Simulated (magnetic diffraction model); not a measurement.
**Solving a magnetic structure from powder neutron data: Tb₂MgTl₆**

Space group Fm-3m (no. 225), a = 9.8670 Å.

| site | atom | x | y | z |
| --- | --- | --- | --- | --- |
| 24e | Tl | 0.7869 | 0 | 0 |
| 8c | Tb | 1/4 | 3/4 | 3/4 |
| 4b | Mg | 1/2 | 0 | 0 |

This is a made-up structure (elements placed in a structure type, unrelaxed), so the numbers test the method and describe no known phase.

Only Tb is taken to order (form factors of Tb3+); orders and moment sizes are assumed, and not adapted to the symmetry. Radiation: neutrons of λ = 2.41 Å, 8° to 90°; isotropic B of 0.46 Å² (Tl), 0.41 Å² (Tb) and 0.82 Å² (Mg). The intensities are simulated: I ∝ L Σ (|F_N|² + |F_M⊥|²) for unpolarised neutrons, with F_M = 2.695 fm/μB × Σ f(s) S exp(2πi Q·r) exp(−B s²) at Q = H ± k (one set where k and −k are equivalent), only the part normal to Q counting and L = 1/(sin²θ cos θ). For collinear order S is the moment m, which repeats by lattice and centring translations R with the sign exp(−2πi k·R). Form factors are spin-only for 3d ions and dipole or tabulated for f ions, scattering lengths are Sears's of 1992, and absorption is left out. A label names one of the reflections at its angle. The strongest nuclear line in the range is 100, and lines under 0.2 are left out.

Above the ordering temperature:

```tsv
2θ (°)	index	I
24.42	(1 1 1)	5.4
28.27	(2 0 0)	6.7
40.41	(2 2 0)	2.7
47.79	(3 1 1)	7.3
50.05	(2 2 2)	100.0
58.48	(4 0 0)	78.1
64.33	(3 3 1)	35.1
66.21	(4 2 0)	0.5
78.78	(5 1 1)	40.8
87.39	(4 4 0)	72.3
```

Below it (cell unchanged):

```tsv
2θ (°)	I
24.42	165.8
28.27	6.7
40.41	2.7
47.79	119.7
50.05	100.0
58.48	78.1
64.33	92.0
66.21	0.5
78.78	88.5
87.39	72.3
```

**Question.** Find the propagation vector, then choose among these models:
A. collinear moments along [100], 8.7 μB on Tb; signs + at (1/4, 3/4, 3/4), + at (1/4, 1/4, 3/4)
B. collinear moments along [001], 8.7 μB on Tb; signs + at (1/4, 3/4, 3/4), + at (1/4, 1/4, 3/4)
C. collinear moments along [001], 8.7 μB on Tb; signs + at (1/4, 3/4, 3/4), − at (1/4, 1/4, 3/4)
D. collinear moments along [100], 8.7 μB on Tb; signs + at (1/4, 3/4, 3/4), − at (1/4, 1/4, 3/4)

No line moves, and magnetic intensity falls on nuclear lines such as the one at 24.42°, so the magnetic cell equals the chemical primitive cell: k = 0.

Magnetic intensity, observed (below minus above) and for each model:

| 2θ (°) | index | observed | A | B | C | D |
| --- | --- | --- | --- | --- | --- | --- |
| 24.42 | (1 1 1) | 160.4 | <0.2 | <0.2 | 160.4 | 160.4 |
| 28.27 | (2 0 0) | <0.2 | 88.4 | 88.4 | <0.2 | <0.2 |
| 40.41 | (2 2 0) | <0.2 | 81.7 | 81.7 | <0.2 | <0.2 |
| 47.79 | (3 1 1) | 112.4 | <0.2 | <0.2 | 112.4 | 112.4 |
| 64.33 | (3 3 1) | 56.9 | <0.2 | <0.2 | 56.9 | 56.9 |
| 66.21 | (4 2 0) | <0.2 | 53.2 | 53.2 | <0.2 | <0.2 |
| 73.49 | (4 2 2) | <0.2 | 41.9 | 41.9 | <0.2 | <0.2 |
| 78.78 | (5 1 1) | 47.8 | <0.2 | <0.2 | 47.8 | 47.8 |

Models C and D match alike on every line, so these data can't choose among them (such ties are often domains of one structure).

The structure used: k = (0 0 0), collinear moments along [001], 8.7 μB on Tb; signs + at (1/4, 3/4, 3/4), − at (1/4, 1/4, 3/4).

[Logs are printed without paths, hosts, clocks, repeated set-up lines and the standing remarks that a program may print on its own settings, such as how far it seeks lower states.]
